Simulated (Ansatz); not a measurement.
# Cs on W(100): change of the work function, part 2 of 3

How does Cs on the hollow site change the work function of W(100) as the layer fills?

Ansatz 0.2.0; plane-wave DFT, PBE, Ansatz PAW.

So far, work function, upper face (eV): step 2 (the clean slab) 4.14.

## Step 3: The covered slab, k-mesh 4×4×1, coverage 0.111 ML

System of this step: CsW45 (Cs/W(100)). The cell holds 46 atoms: 45 W and 1 Cs. Its edges and angles: a = 9.480 Å, b = 9.480 Å, c = 27.769 Å, α = 90.0°, β = 90.0°, γ = 90.0°. Vacuum lies along c.

The clean slab as it ended is repeated in the plane and the adsorbate is set on one face; the cell's size fixes the coverage, and the k-mesh shrinks with it to keep the sampling density about even. Adsorbate and upper layers relax, since the dipole depends on the height.

Contents of input.yaml:

```yaml
crystal:
  lattice:
    - [9.48, 0.0, 0.0]
    - [0.0, 9.48, 0.0]
    - [0.0, 0.0, 27.7689837163]
  atoms:
    - { symbol: W, position: [0.0, 0.0, 0.3241026064] }
    - { symbol: W, position: [0.1666666667, 0.1666666667, 0.3810006195] }
    - { symbol: W, position: [0.0, 0.0, 0.4378686916] }
    - { symbol: W, position: [0.1666666667, 0.1666666667, 0.4970936664] }
    - { symbol: W, position: [0.0, 0.0, 0.5486051083] }
    - { symbol: W, position: [0.0, 0.3333333333, 0.3241026064] }
    - { symbol: W, position: [0.1666666667, 0.5, 0.3810006195] }
    - { symbol: W, position: [0.0, 0.3333333333, 0.4378686916] }
    - { symbol: W, position: [0.1666666667, 0.5, 0.4970936664] }
    - { symbol: W, position: [0.0, 0.3333333333, 0.5486051083] }
    - { symbol: W, position: [0.0, 0.6666666667, 0.3241026064] }
    - { symbol: W, position: [0.1666666667, 0.8333333333, 0.3810006195] }
    - { symbol: W, position: [0.0, 0.6666666667, 0.4378686916] }
    - { symbol: W, position: [0.1666666667, 0.8333333333, 0.4970936664] }
    - { symbol: W, position: [0.0, 0.6666666667, 0.5486051083] }
    - { symbol: W, position: [0.3333333333, 0.0, 0.3241026064] }
    - { symbol: W, position: [0.5, 0.1666666667, 0.3810006195] }
    - { symbol: W, position: [0.3333333333, 0.0, 0.4378686916] }
    - { symbol: W, position: [0.5, 0.1666666667, 0.4970936664] }
    - { symbol: W, position: [0.3333333333, 0.0, 0.5486051083] }
    - { symbol: W, position: [0.3333333333, 0.3333333333, 0.3241026064] }
    - { symbol: W, position: [0.5, 0.5, 0.3810006195] }
    - { symbol: W, position: [0.3333333333, 0.3333333333, 0.4378686916] }
    - { symbol: W, position: [0.5, 0.5, 0.4970936664] }
    - { symbol: W, position: [0.3333333333, 0.3333333333, 0.5486051083] }
    - { symbol: W, position: [0.3333333333, 0.6666666667, 0.3241026064] }
    - { symbol: W, position: [0.5, 0.8333333333, 0.3810006195] }
    - { symbol: W, position: [0.3333333333, 0.6666666667, 0.4378686916] }
    - { symbol: W, position: [0.5, 0.8333333333, 0.4970936664] }
    - { symbol: W, position: [0.3333333333, 0.6666666667, 0.5486051083] }
    - { symbol: W, position: [0.6666666667, 0.0, 0.3241026064] }
    - { symbol: W, position: [0.8333333333, 0.1666666667, 0.3810006195] }
    - { symbol: W, position: [0.6666666667, 0.0, 0.4378686916] }
    - { symbol: W, position: [0.8333333333, 0.1666666667, 0.4970936664] }
    - { symbol: W, position: [0.6666666667, 0.0, 0.5486051083] }
    - { symbol: W, position: [0.6666666667, 0.3333333333, 0.3241026064] }
    - { symbol: W, position: [0.8333333333, 0.5, 0.3810006195] }
    - { symbol: W, position: [0.6666666667, 0.3333333333, 0.4378686916] }
    - { symbol: W, position: [0.8333333333, 0.5, 0.4970936664] }
    - { symbol: W, position: [0.6666666667, 0.3333333333, 0.5486051083] }
    - { symbol: W, position: [0.6666666667, 0.6666666667, 0.3241026064] }
    - { symbol: W, position: [0.8333333333, 0.8333333333, 0.3810006195] }
    - { symbol: W, position: [0.6666666667, 0.6666666667, 0.4378686916] }
    - { symbol: W, position: [0.8333333333, 0.8333333333, 0.4970936664] }
    - { symbol: W, position: [0.6666666667, 0.6666666667, 0.5486051083] }
    - { symbol: Cs, position: [0.1666666667, 0.1666666667, 0.6758973936] }
kpoints:
  mp_grid: { grid: [4, 4, 1] }
hamiltonian:
  xc: pbe
scf:
  occupations: { method: fermi_dirac, width: 0.1 }
  convergence: { dr2_threshold: 1.0e-08 }
efield:
  axis: 3
  dipole_correction: true
  ramp_position: 0.97
  ramp_width: 0.06
relax:
  f_tol: 0.02
  max_steps: 60
  constraints:
    - { sites: [0, 1, 5, 6, 10, 11, 15, 16, 20, 21, 25, 26, 30, 31, 35, 36, 40, 41] }
output:
  write_potential: true
  write_density: true
  volumetric_format: npy
```

On the command line:

```sh
ansatz run input.yaml --threads 4 --pin off --max-ram 16384MiB --backend cpu --events-out ev --progress --plain --runs-dir out
```

Numbers of over 12 decimals in the logs are rounded to 6 here.

Output:

```text
[...]
Crystal: 46 atoms, lattice volume = 2495.610 Å³
Basis set: ecut = 420 eV, 48789 PW (Γ), exchange–correlation on 128×128×384 points (8 copies of the dense FFT grid, shifted against one another)
Bands: 384, of which v1, the nominal top of the filled ones, is band 320 counted from 1 (319 counted from 0)
Symmetry: 8 space group operations
[...]
k-points: 6 of 16
[...]
SCF iter   1: F=—  HF=-472943.810534 eV  |F-HF|=—  |Δ(HF+E_count)|=         —  Δρ=8.07e-3  dr2=2.74e1  ethr=1.77e-3  p=1.387 e·Å  D=1.01e-1 V/Å  ΔV_dip=-2.79 eV  dr2_dipole=1.02e1  V_vac-E_F(+/−)=1.68/4.47 eV  ⟨swp⟩=11.8  Hψ=12395  notcnv=0
[...]
SCF iter  11: F=-472943.227269 eV  HF=-472943.227269 eV  |F-HF|=3.49e-9  |Δ(HF+E_count)|=   1.07e-7  Δρ=1.86e-7  dr2=3.44e-9  ethr=1.56e-12  p=1.078 e·Å  D=7.82e-2 V/Å  ΔV_dip=-2.17 eV  dr2_dipole=1.04e-9  V_vac-E_F(+/−)=2.07/4.25 eV  ⟨swp⟩=11.2  Hψ=16721  notcnv=0
SCF 1 converged in 11 iterations: F = -472943.227269 eV  dr2 = 3.44e-9
[...]
relax step   1: F+E_penalty+E_count = -472943.22726902 eV  Δ(F+E_penalty+E_count) = +0.000e0 eV  max|allowed force component| = 2.493e-1 eV/Å  Δτ_max = 0.0000 Å  (11 SCF iters, accepted)
[...]
iter 1 solved again at ethr=3.05e-5 eV; its pass at ethr=3.10e-3 eV (dr2=1.95e-1 eV) is discarded
[...]
SCF iter   9: F=-472943.234306 eV  HF=-472943.234306 eV  |F-HF|=4.66e-10  |Δ(HF+E_count)|=   2.96e-8  Δρ=1.96e-7  dr2=2.76e-9  ethr=1.56e-12  p=1.052 e·Å  D=7.63e-2 V/Å  ΔV_dip=-2.12 eV  dr2_dipole=5.03e-12  V_vac-E_F(+/−)=2.13/4.24 eV  ⟨swp⟩=10.8  Hψ=15612  notcnv=0
SCF 2 converged in 9 iterations: F = -472943.234306 eV  dr2 = 2.76e-9
relax step   2: F+E_penalty+E_count = -472943.23430634 eV  Δ(F+E_penalty+E_count) = -7.037e-3 eV  max|allowed force component| = 2.066e-1 eV/Å  Δτ_max = 0.0524 Å  (9 SCF iters, accepted)
SCF iter   1: F=—  HF=-472943.258938 eV  |F-HF|=—  |Δ(HF+E_count)|=         —  Δρ=1.00e-3  dr2=2.61e-1  ethr=6.95e-4  p=1.052 e·Å  D=7.63e-2 V/Å  ΔV_dip=-2.12 eV  dr2_dipole=7.05e-2  V_vac-E_F(+/−)=2.13/4.25 eV  ⟨swp⟩=4.2  Hψ=3796  notcnv=0
[...]
SCF iter   9: F=-472943.256931 eV  HF=-472943.256931 eV  |F-HF|=3.03e-9  |Δ(HF+E_count)|=   1.76e-8  Δρ=2.51e-7  dr2=6.05e-9  ethr=1.56e-12  p=0.998 e·Å  D=7.24e-2 V/Å  ΔV_dip=-2.01 eV  dr2_dipole=3.20e-10  V_vac-E_F(+/−)=2.23/4.24 eV  ⟨swp⟩=11.0  Hψ=16517  notcnv=0
SCF 3 converged in 9 iterations: F = -472943.256931 eV  dr2 = 6.05e-9
[...]
relax step   3: F+E_penalty+E_count = -472943.25693110 eV  Δ(F+E_penalty+E_count) = -2.262e-2 eV  max|allowed force component| = 1.014e-1 eV/Å  Δτ_max = 0.1054 Å  (9 SCF iters, accepted)
[... from here on, the SCF cycles and remarks between the steps are left out ...]
relax step   4: F+E_penalty+E_count = -472943.26448974 eV  Δ(F+E_penalty+E_count) = -7.559e-3 eV  max|allowed force component| = 1.006e-1 eV/Å  Δτ_max = 0.0908 Å  (9 SCF iters, accepted)
relax step   5: F+E_penalty+E_count = -472943.27600464 eV  Δ(F+E_penalty+E_count) = -1.151e-2 eV  max|allowed force component| = 1.695e-1 eV/Å  Δτ_max = 0.0759 Å  (9 SCF iters, accepted)
relax step   6: F+E_penalty+E_count = -472943.30069561 eV  Δ(F+E_penalty+E_count) = -2.469e-2 eV  max|allowed force component| = 2.574e-1 eV/Å  Δτ_max = 0.0575 Å  (9 SCF iters, accepted)
relax step   7: F+E_penalty+E_count = -472943.38225490 eV  Δ(F+E_penalty+E_count) = -8.156e-2 eV  max|allowed force component| = 3.858e-1 eV/Å  Δτ_max = 0.0786 Å  (9 SCF iters, accepted)
relax step   8: F+E_penalty+E_count = -472943.62761378 eV  Δ(F+E_penalty+E_count) = -2.454e-1 eV  max|allowed force component| = 9.915e-1 eV/Å  Δτ_max = 0.1942 Å  (11 SCF iters, accepted)
relax step   9: F+E_penalty+E_count = -472943.78744564 eV  Δ(F+E_penalty+E_count) = -1.598e-1 eV  max|allowed force component| = 2.554e-1 eV/Å  Δτ_max = 0.0708 Å  (10 SCF iters, accepted)
relax step  10: F+E_penalty+E_count = -472943.69729369 eV  Δ(F+E_penalty+E_count) = +9.015e-2 eV  max|allowed force component| = 7.779e-1 eV/Å  Δτ_max = 0.1488 Å  (11 SCF iters, rejected (line search))
relax step  11: F+E_penalty+E_count = -472943.84234356 eV  Δ(F+E_penalty+E_count) = -5.490e-2 eV  max|allowed force component| = 1.099e-1 eV/Å  Δτ_max = 0.0741 Å  (10 SCF iters, accepted)
relax step  12: F+E_penalty+E_count = -472943.84655952 eV  Δ(F+E_penalty+E_count) = -4.216e-3 eV  max|allowed force component| = 6.907e-2 eV/Å  Δτ_max = 0.0362 Å  (9 SCF iters, accepted)
relax step  13: F+E_penalty+E_count = -472943.84791615 eV  Δ(F+E_penalty+E_count) = -1.357e-3 eV  max|allowed force component| = 6.807e-2 eV/Å  Δτ_max = 0.0342 Å  (8 SCF iters, accepted)
SCF iter   1: F=—  HF=-472943.846895 eV  |F-HF|=—  |Δ(HF+E_count)|=         —  Δρ=2.76e-4  dr2=3.12e-3  ethr=6.56e-6  p=0.834 e·Å  D=6.05e-2 V/Å  ΔV_dip=-1.68 eV  dr2_dipole=4.67e-4  V_vac-E_F(+/−)=2.55/4.23 eV  ⟨swp⟩=2.5  Hψ=3879  notcnv=0
[...]
SCF iter   8: F=-472943.849763 eV  HF=-472943.849763 eV  |F-HF|=2.68e-9  |Δ(HF+E_count)|=   1.51e-8  Δρ=1.65e-7  dr2=1.71e-9  ethr=1.56e-12  p=0.844 e·Å  D=6.12e-2 V/Å  ΔV_dip=-1.70 eV  dr2_dipole=8.03e-12  V_vac-E_F(+/−)=2.53/4.23 eV  ⟨swp⟩=10.5  Hψ=15752  notcnv=0
SCF 14 converged in 8 iterations: F = -472943.849763 eV  dr2 = 1.71e-9
relax step  14: F+E_penalty+E_count = -472943.84976291 eV  Δ(F+E_penalty+E_count) = -1.847e-3 eV  max|allowed force component| = 5.926e-3 eV/Å  Δτ_max = 0.0186 Å  (8 SCF iters, accepted)
NSCF: frozen V_eff on 6 k-points
[...]
SCF converged after 8 iterations
Free energy (F): -472943.849763 eV
[...]
Internal energy: -472942.388764 eV  (E = F + TS)
E sigma→0 (E₀):  -472943.119263 eV
Entropy (-TS):   -1.460999 eV (-31.761 meV/atom)
Fermi energy:    4.274460 eV
Dipole field:    D = 0.061221 V/Å  (p = 0.844330 e·Å, saw-weighted, corrected)
Work function:   Φ+ = 2.5347 eV   Φ− = 4.2347 eV
[...]
--- Forces (eV/Å), atoms counted from 1 ---
  atom   1  W      0.04135653     0.04135653     1.28149361
  atom   2  W      0.00000000     0.00000000    -1.08336943
  atom   3  W      0.00120138     0.00120138    -0.00219434
  atom   4  W      0.00000000     0.00000000    -0.00583305
  atom   5  W      0.00026960     0.00026960     0.00350277
  atom   6  W      0.04135653    -0.04135653     1.28149361
  atom   7  W      0.00000000    -0.10512397    -1.28189287
  atom   8  W      0.00120138    -0.00120138    -0.00219434
  atom   9  W      0.00000000    -0.00282202    -0.00069056
  atom  10  W      0.00026960    -0.00026960     0.00350277
  atom  11  W     -0.08077929     0.00000000     1.28968679
  atom  12  W      0.00000000     0.10512397    -1.28189287
  atom  13  W      0.00592619     0.00000000    -0.00186279
  atom  14  W      0.00000000     0.00282202    -0.00069056
  atom  15  W      0.00179625     0.00000000     0.00023493
  atom  16  W     -0.04135653     0.04135653     1.28149361
  atom  17  W     -0.10512397     0.00000000    -1.28189287
  atom  18  W     -0.00120138     0.00120138    -0.00219434
  atom  19  W     -0.00282202     0.00000000    -0.00069056
  atom  20  W     -0.00026960     0.00026960     0.00350277
  atom  21  W     -0.04135653    -0.04135653     1.28149361
  atom  22  W     -0.10051214    -0.10051214    -1.28616340
  atom  23  W     -0.00120138    -0.00120138    -0.00219434
  atom  24  W     -0.00001119    -0.00001119    -0.00050834
  atom  25  W     -0.00026960    -0.00026960     0.00350277
  atom  26  W      0.08077929     0.00000000     1.28968679
  atom  27  W     -0.10051214     0.10051214    -1.28616340
  atom  28  W     -0.00592619     0.00000000    -0.00186279
  atom  29  W     -0.00001119     0.00001119    -0.00050834
  atom  30  W     -0.00179625     0.00000000     0.00023493
  atom  31  W      0.00000000    -0.08077929     1.28968679
  atom  32  W      0.10512397     0.00000000    -1.28189287
  atom  33  W      0.00000000     0.00592619    -0.00186279
  atom  34  W      0.00282202     0.00000000    -0.00069056
  atom  35  W      0.00000000     0.00179625     0.00023493
  atom  36  W      0.00000000     0.08077929     1.28968679
  atom  37  W      0.10051214    -0.10051214    -1.28616340
  atom  38  W      0.00000000    -0.00592619    -0.00186279
  atom  39  W      0.00001119    -0.00001119    -0.00050834
  atom  40  W      0.00000000    -0.00179625     0.00023493
  atom  41  W      0.00000000     0.00000000     1.08095959
  atom  42  W      0.10051214     0.10051214    -1.28616340
  atom  43  W      0.00000000     0.00000000    -0.00240050
  atom  44  W      0.00001119     0.00001119    -0.00050834
  atom  45  W      0.00000000     0.00000000     0.00401211
  atom  46  Cs     0.00000000     0.00000000     0.00018838
  max |Σ_I F_I| component: 1.97e-5 eV/Å
--- Band table (eV; the first three rows and the last of 6) ---
  k-point 0: bands = [... 316 lower, 4.2710, 4.2912, 4.2912, 4.2976, 4.3007, 4.3203, 4.3203, 4.4085, ... 60 higher]
  k-point 1: bands = [... 316 lower, 4.1034, 4.1190, 4.2756, 4.2952, 4.3113, 4.3614, 4.3680, 4.5267, ... 60 higher]
  k-point 2: bands = [... 316 lower, 4.1003, 4.1366, 4.2327, 4.2386, 4.3221, 4.3877, 4.4378, 4.4634, ... 60 higher]
  k-point 5: bands = [... 316 lower, 4.1375, 4.2581, 4.2581, 4.3351, 4.3401, 4.3541, 4.3541, 4.4184, ... 60 higher]
--- Relaxed structure (14 steps of the walk, 13 accepted, 0 SCFs on fresh bases) ---
  F+E_penalty+E_count = -472943.84976291 eV   max|allowed force component| = 5.926e-3 eV/Å
  atoms:
    - { symbol: W, position: [1.666665959832375e-11, 1.666665959832375e-11, 0.3241026064] }
    - { symbol: W, position: [0.166667, 0.166667, 0.381001] }
    - { symbol: W, position: [0.00101126, 0.00101126, 0.438114] }
    - { symbol: W, position: [0.166667, 0.166667, 0.500864] }
    - { symbol: W, position: [-0.018055, -0.018055, 0.549537] }
    - { symbol: W, position: [1.666665959832375e-11, 0.333333, 0.3241026064] }
    - { symbol: W, position: [0.166667, 0.500000, 0.381001] }
    - { symbol: W, position: [0.00101126, 0.332322, 0.438114] }
    - { symbol: W, position: [0.166667, 0.496665, 0.496043] }
    - { symbol: W, position: [-0.018055, 0.351388, 0.549537] }
    - { symbol: W, position: [1.666665959832375e-11, 0.666667, 0.3241026064] }
    - { symbol: W, position: [0.166667, 0.833333, 0.381001] }
    - { symbol: W, position: [0.000477311, 0.666667, 0.438458] }
    - { symbol: W, position: [0.166667, 0.836668, 0.496043] }
    - { symbol: W, position: [0.024916, 0.666667, 0.551578] }
    - { symbol: W, position: [0.333333, 1.666665959832375e-11, 0.3241026064] }
    - { symbol: W, position: [0.500000, 0.166667, 0.381001] }
    - { symbol: W, position: [0.332322, 0.00101126, 0.438114] }
    - { symbol: W, position: [0.496665, 0.166667, 0.496043] }
    - { symbol: W, position: [0.351388, -0.018055, 0.549537] }
    - { symbol: W, position: [0.333333, 0.333333, 0.3241026064] }
    - { symbol: W, position: [0.500000, 0.500000, 0.381001] }
    - { symbol: W, position: [0.332322, 0.332322, 0.438114] }
    - { symbol: W, position: [0.503157, 0.503157, 0.496448] }
    - { symbol: W, position: [0.351388, 0.351388, 0.549537] }
    - { symbol: W, position: [0.333333, 0.666667, 0.3241026064] }
    - { symbol: W, position: [0.500000, 0.833333, 0.381001] }
    - { symbol: W, position: [0.332856, 0.666667, 0.438458] }
    - { symbol: W, position: [0.503157, 0.830176, 0.496448] }
    - { symbol: W, position: [0.308418, 0.666667, 0.551578] }
    - { symbol: W, position: [0.666667, 1.666665959832375e-11, 0.3241026064] }
    - { symbol: W, position: [0.833333, 0.166667, 0.381001] }
    - { symbol: W, position: [0.666667, 0.000477311, 0.438458] }
    - { symbol: W, position: [0.836668, 0.166667, 0.496043] }
    - { symbol: W, position: [0.666667, 0.024916, 0.551578] }
    - { symbol: W, position: [0.666667, 0.333333, 0.3241026064] }
    - { symbol: W, position: [0.833333, 0.500000, 0.381001] }
    - { symbol: W, position: [0.666667, 0.332856, 0.438458] }
    - { symbol: W, position: [0.830176, 0.503157, 0.496448] }
    - { symbol: W, position: [0.666667, 0.308418, 0.551578] }
    - { symbol: W, position: [0.666667, 0.666667, 0.3241026064] }
    - { symbol: W, position: [0.833333, 0.833333, 0.381001] }
    - { symbol: W, position: [0.666667, 0.666667, 0.435839] }
    - { symbol: W, position: [0.830176, 0.830176, 0.496448] }
    - { symbol: W, position: [0.666667, 0.666667, 0.547568] }
    - { symbol: Cs, position: [0.166667, 0.166667, 0.659929] }
```

Wall time 68 min (4 threads of Arm Neoverse V1, shared host); peak memory 9.7 GiB; 4.5 h of CPU time.

Relaxation path:

| step | energy less that of the first step (eV) | largest force component (eV/Å) |
| --- | --- | --- |
| 1 | 0.0000 | 0.2493 |
| 2 | -0.0070 | 0.2066 |
| 3 | -0.0297 | 0.1014 |
| 4 | -0.0372 | 0.1006 |
| 5 | -0.0487 | 0.1695 |
| 6 | -0.0734 | 0.2574 |
| 7 | -0.1550 | 0.3858 |
| 8 | -0.4003 | 0.9915 |
| 9 | -0.5602 | 0.2554 |
| 10 | -0.4700 | 0.7779 |
| 11 | -0.6151 | 0.1099 |
| 12 | -0.6193 | 0.0691 |
| 13 | -0.6206 | 0.0681 |
| 14 | -0.6225 | 0.0059 |

Relaxation step 10 was tried and not accepted.

Forces are held to the 8 operations that the run works with; a distortion that breaks them can't arise in this run.

The atoms that moved most (Å):

```
atom      dx      dy      dz  length
Cs46   0.000   0.000  -0.443   0.443
 W40   0.000  -0.236   0.083   0.250
 W30  -0.236   0.000   0.083   0.250
 W15   0.236   0.000   0.083   0.250
 W35   0.000   0.236   0.083   0.250
 W25   0.171   0.171   0.026   0.243
 W20   0.171  -0.171   0.026   0.243
 W10  -0.171   0.171   0.026   0.243
```

Numbers from this step:

| Quantity | Value |
| --- | --- |
| energy at zero smearing | -472943.1193 eV |
| work function, upper face | 2.535 eV |
| work function, lower face | 4.235 eV |
| dipole along the normal | 0.8443 e·Å |
| step between the vacuum levels | -1.700 eV |

Running mean over 1.58 Å of the planar mean; the ramp of the sawtooth is left out. Electron's electrostatic potential energy less the Fermi level against z:

```csv
z (Å),electron's electrostatic potential energy less the Fermi level (eV)
4,4.23
5,4.22
6,4.14
7,3.39
8,-2.58
9,-11.3
10,-12.3
11,-12.6
12,-12.6
13,-12.2
14,-13.0
15,-12.7
16,-5.68
17,2.06
18,2.02
19,1.89
20,2.42
21,2.53
22,2.53
23,2.53
24,2.53
```

The relaxation took 14 steps and lowered the energy by 0.62 eV; the largest force on the free atoms ends at 0.0059 eV/Å.

The covered face has 2.53 eV, -1.61 eV against the clean one; the bare back face has moved by -0.02 eV, a measure of how thin the slab is.

(Continued in part 3 of 3.)

[Logs are printed without paths, hosts, clocks, repeated set-up lines and the standing remarks that a program may print on its own settings, such as how far it seeks lower states.]

[Hosts, paths, dates, database ids (printed as entryN), source tags and the programs' standing remarks are cut or masked in the printed files.]

[Maps of the electrostatic potential energy from Ansatz leave out the sawtooth potential of an applied field or a dipole correction, so their vacuum need not be flat; planar profiles and work functions include it.]
